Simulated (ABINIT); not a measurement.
An input for ABINIT 10.8.3 (Na2LiScF6 (Fm-3m)):

```
acell 3*1.0 Angstrom
rprim 
  0.000000000000 4.017450000000 4.017450000000
  4.017450000000 0.000000000000 4.017450000000
  4.017450000000 4.017450000000 -0.000000000000
ntypat 4
znucl 11 3 21 9
natom 10
typat 1 1 2 3 4 4 4 4 4 4
xred 
  0.250000000000 0.250000000000 0.250000000000
  0.750000000000 0.750000000000 0.750000000000
  0.500000000000 0.500000000000 0.500000000000
  0.000000000000 -0.000000000000 0.000000000000
  0.250423000000 0.250423000000 0.749577000000
  0.250423000000 0.749577000000 0.749577000000
  0.749577000000 0.749577000000 0.250423000000
  0.250423000000 0.749577000000 0.250423000000
  0.749577000000 0.250423000000 0.749577000000
  0.749577000000 0.250423000000 0.250423000000
pp_dirpath "pseudos"
pseudos "Na.upf, Li.upf, Sc.upf, F.upf"
ecut 38
ngkpt 2 2 2
nshiftk 1
shiftk 0 0 0
kptopt 1
chksymbreak 0
iscf -2
irdden 1
istwfk *1
nband 466
nbdbuf 42
tolwfr 1e-09
nstep 60
prtvol 0
indata_prefix "in"
outdata_prefix "out"
tmpdata_prefix "tmp"
```

```sh
OMP_NUM_THREADS=1 mpirun -n 4 abinit run.abi > log
```

Q: Estimate wall time and host memory on 4 MPI ranks of Arm Neoverse V2, shared host.

It took 5.1 min; on shared hardware allow 2.5 min to 10 min. Peak host memory was 0.62 GiB.

[Paths, hosts, dates, memory and timing lines, banners, echoed tables and standing remarks are left out of the program output.]

[Logs are printed without paths, hosts, clocks, repeated set-up lines and the standing remarks that a program may print on its own settings, such as how far it seeks lower states.]

[Runs of the session that timed out or met a known fault of the program may be left out.]

[Hosts, paths, dates, database ids (printed as entryN), source tags and the programs' standing remarks are cut or masked in the printed files.]

[G0W0 gaps are taken among the corrected bands and points alone; a level outside them can change the order at an edge.]

[Where Ansatz stands beside ABINIT at settings called matched, ABINIT's density can come from a denser mesh and the files from another edition; pairs whose starting gaps differed by over 0.03 eV were left out, so agreement reads better than it is.]
